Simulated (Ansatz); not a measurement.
# Li on Au(111): change of the work function, part 4 of 4

Wanted: Δφ(θ) for Li/Au(111), starting from the fcc site.

Ansatz 0.2.0; plane-wave DFT, PBE, Ansatz PAW.

So far, work function, upper face (eV): step 2 (the clean slab) 5.16; step 3 (37 atoms, coverage 0.111 ML, cell 3x3) 3.59; step 4 (17 atoms, coverage 0.25 ML, cell 2x2) 2.33.

## 5. Adsorbate added, k-mesh 6×6×1, coverage 0.5 ML (continued)

The density of states has structure finer than the step of the table below, so its rows give means over 0.25 eV, whole bins alone (the curve runs from -8 to 1.98 eV). Peaks (eV: height): -4.750: 48.8, -4.630: 49.2, -4.480: 58.2, -4.120: 51.9, -4.000: 74.9, -3.040: 52.0, -2.830: 57.4.

Table of density of states by energy, zero at the Fermi level; means over each step:

| energy (eV) | density of states (states/eV a cell) |
| --- | --- |
| -7.75 | 2.71 |
| -7.50 | 2.31 |
| -7.25 | 3.11 |
| -7.00 | 3.37 |
| -6.75 | 9.94 |
| -6.50 | 12.6 |
| -6.25 | 18.3 |
| -6.00 | 28.3 |
| -5.75 | 28.3 |
| -5.50 | 23.7 |
| -5.25 | 26.2 |
| -5.00 | 25.5 |
| -4.75 | 38.7 |
| -4.50 | 39.9 |
| -4.25 | 40.8 |
| -4.00 | 43.0 |
| -3.75 | 36.5 |
| -3.50 | 36.9 |
| -3.25 | 33.5 |
| -3.00 | 44.4 |
| -2.75 | 44.1 |
| -2.50 | 35.6 |
| -2.25 | 38.5 |
| -2.00 | 41.4 |
| -1.75 | 16.1 |
| -1.50 | 7.95 |
| -1.25 | 7.21 |
| -1.00 | 5.20 |
| -0.75 | 3.50 |
| -0.50 | 3.27 |
| -0.25 | 7.54 |
| 0.00 | 8.63 |
| 0.25 | 2.78 |
| 0.50 | 7.45 |
| 0.75 | 3.12 |
| 1.00 | 4.77 |
| 1.25 | 8.07 |
| 1.50 | 9.64 |
| 1.75 | 6.06 |

The relaxation took 9 steps and lowered the energy by 0.24 eV; the largest force on the free atoms ends at 0.0018 eV/Å.

The covered face has 2.33 eV, -2.83 eV against the clean one; the bare back face has moved by +0.13 eV, a measure of how thin the slab is.

## 6. The covered slab, k-mesh 12×12×1, coverage 1 ML

System of this step: Li/Au(111). The cell holds 5 atoms: 4 Au and 1 Li. Its edges and angles: a = 2.885 Å, b = 2.885 Å, c = 27.441 Å, α = 90.0°, β = 90.0°, γ = 60.0°. Vacuum lies along c.

Another coverage, to see how the dipoles act on each other as their distance changes.

Input file input.yaml:

```yaml
crystal:
  lattice:
    - [2.8849956672, 0.0, 0.0]
    - [1.4424978336, 2.4984795376, 0.0]
    - [0.0, 0.0, 27.4414262611]
  atoms:
    - { symbol: Au, position: [0.0, 0.0, 0.3279712911] }
    - { symbol: Au, position: [0.3333333333, 0.3333333333, 0.4138119131] }
    - { symbol: Au, position: [0.6666666667, 0.6666666667, 0.5026194547] }
    - { symbol: Au, position: [0.0, 0.0, 0.5937041798] }
    - { symbol: Li, position: [0.3333333333, 0.3333333333, 0.6720287089] }
kpoints:
  mp_grid: { grid: [12, 12, 1] }
hamiltonian:
  xc: pbe
scf:
  occupations: { method: fermi_dirac, width: 0.1 }
  convergence: { dr2_threshold: 1.0e-08 }
efield:
  axis: 3
  dipole_correction: true
  ramp_position: 0.97
  ramp_width: 0.06
relax:
  f_tol: 0.02
  max_steps: 60
  constraints: [{ sites: [0, 1] }]
output:
  write_potential: true
  write_density: true
  volumetric_format: npy
```

Started as:

```
> ansatz run input.yaml --threads 4 --pin off --max-ram 16384MiB --backend cpu --events-out ev --progress --plain --runs-dir out
```

Numbers of over 12 decimals in the logs are rounded to 6 here.

What it wrote:

```text
[...]
Crystal: 5 atoms, lattice volume = 197.801 Å³
Basis set: ecut = 420 eV, 3871 PW (Γ), exchange–correlation on 40×40×384 points (8 copies of the dense FFT grid, shifted against one another)
Bands: 48, of which v1, the nominal top of the filled ones, is band 40 counted from 1 (39 counted from 0)
Symmetry: 6 space group operations
[...]
--- Relaxed structure (4 steps of the walk, 4 accepted, 0 SCFs on fresh bases) ---
  F+E_penalty+E_count = -52801.88522425 eV   max|allowed force component| = 1.124e-2 eV/Å
  atoms:
[...]
- { symbol: Au, position: [0.333333, 0.333333, 0.4138119131] }
    - { symbol: Au, position: [0.666667, 0.666667, 0.503229] }
[...]
- { symbol: Li, position: [0.333333, 0.333333, 0.668552] }
[key lines of the parts left out:]
SCF converged after 8 iterations
Free energy (F): -52801.885224 eV
Fermi energy:    4.770843 eV
Dipole field:    D = 0.057592 V/Å  (p = 0.062955 e·Å, saw-weighted, corrected)
Work function:   Φ+ = 3.5939 eV   Φ− = 5.1743 eV
```

Run time: 20 s. Hardware: 4 threads of Arm Neoverse V1, shared host; peak memory 0.56 GiB; 76 s of CPU time.

Relaxation path:

| step | energy less that of the first step (eV) | largest force component (eV/Å) |
| --- | --- | --- |
| 1 | 0.0000 | 0.3750 |
| 2 | -0.0159 | 0.2949 |
| 3 | -0.0261 | 0.0334 |
| 4 | -0.0264 | 0.0112 |

Forces are held to the 6 operations that the run works with; a distortion that breaks them can't arise in this run.

The atoms that moved most (Å):

| atom | dx | dy | dz | length |
| --- | --- | --- | --- | --- |
| Li5 | 0.000 | 0.000 | -0.095 | 0.095 |
| Au4 | 0.000 | 0.000 | 0.052 | 0.052 |
| Au3 | 0.000 | 0.000 | 0.017 | 0.017 |

Final coordinates:

```xyz
5
Lattice="2.8850 0.0000 0.0000 1.4425 2.4985 0.0000 0.0000 0.0000 27.4414" Properties=species:S:1:pos:R:3
Au    0.0000    0.0000    9.0000
Au    1.4425    0.8328   11.3556
Au    2.8850    1.6657   13.8093
Au    0.0000    0.0000   16.3444
Li    1.4425    0.8328   18.3460
```

Running mean over 2.356 Å of the planar mean; the ramp of the sawtooth is left out. Table of electron's electrostatic potential energy less the Fermi level by z:

| z (Å) | electron's electrostatic potential energy less the Fermi level (eV) |
| --- | --- |
| 4 | 5.17 |
| 5 | 5.17 |
| 6 | 5.11 |
| 7 | 4.13 |
| 8 | -3.37 |
| 9 | -8.20 |
| 10 | -8.58 |
| 11 | -8.70 |
| 12 | -8.16 |
| 13 | -7.91 |
| 14 | -8.37 |
| 15 | -7.09 |
| 16 | -8.37 |
| 17 | -8.25 |
| 18 | -3.26 |
| 19 | -1.19 |
| 20 | 1.99 |
| 21 | 3.29 |
| 22 | 3.55 |
| 23 | 3.59 |
| 24 | 3.59 |

The relaxation took 4 steps and lowered the energy by 0.026 eV; the largest force on the free atoms ends at 0.011 eV/Å.

The covered face has 3.59 eV, -1.57 eV against the clean one; the bare back face has moved by +0.08 eV, a measure of how thin the slab is.

## 7. Work function against coverage

This step: plane-wave DFT, PBE, Ansatz PAW; work function against coverage (Ansatz 0.2.0).

The runs are now put side by side.

This step gave:

```yaml
work_function_of_the_clean_face: 5.161 eV
largest_change_of_the_work_function: -2.832 eV
```

The work function of the covered face by coverage:

| coverage (adsorbates/nm²) | work function of the covered face (eV) |
| --- | --- |
| 0.00 | 5.16 |
| 1.54 | 3.59 |
| 3.47 | 2.33 |
| 6.94 | 2.33 |
| 13.87 | 3.59 |

The dipole per adsorbate comes from the change of the cell's dipole. Coverage, by row:

| coverage (1/nm²) | coverage (ML) | work function (eV) | change (eV) | dipole per adsorbate, positive end outwards (debye) | mean height of the added atoms over the highest substrate atom (Å) |
| --- | --- | --- | --- | --- | --- |
| 1.541 | 0.1111 | 3.586 | -1.575 | 2.741 | 1.984 |
| 3.468 | 0.25 | 2.329 | -2.832 | 2.211 | 1.81 |
| 6.937 | 0.5 | 2.33 | -2.831 | 1.133 | 1.248 |
| 13.87 | 1 | 3.594 | -1.567 | 0.316 | 2.002 |

## 8. Summary of results

| Property | Result |
| --- | --- |
| work function of the clean face | 5.16 eV |
| work function at 0.11 ML | 3.59 eV |
| work function at 0.25 ML | 2.33 eV |
| work function at 0.5 ML | 2.33 eV |
| work function at 1 ML | 3.59 eV |
| dipole per adsorbate at 0.11 ML, positive end outwards | 2.74 D |

In words: Li lowers the work function of Au(111) at the lowest coverage, by 1.58 eV: the adsorbate layer has its positive end outwards. The dipole per adsorbate falls from 2.74 to 0.32 D as the layer fills. Neighbouring dipoles depolarise each other, and heights and bonding change with coverage too. The work function passes a minimum near 0.25 ML among the coverages run and rises again. The slab has 4 layers, at the tabulated experimental lattice constant, one starting site was run, and quantum-size effects of a slab this thin can reach one or two tenths of an eV.

[Logs are printed without paths, hosts, clocks, repeated set-up lines and the standing remarks that a program may print on its own settings, such as how far it seeks lower states.]

[Hosts, paths, dates, database ids (printed as entryN), source tags and the programs' standing remarks are cut or masked in the printed files.]

[Maps of the electrostatic potential energy from Ansatz leave out the sawtooth potential of an applied field or a dipole correction, so their vacuum need not be flat; planar profiles and work functions include it.]

[The density of states shown here was stored with 400 of the rows of the run's finer table, so its peaks can read low, often by over a quarter, or be missed, and its means over a window can be off by a tenth or more.]
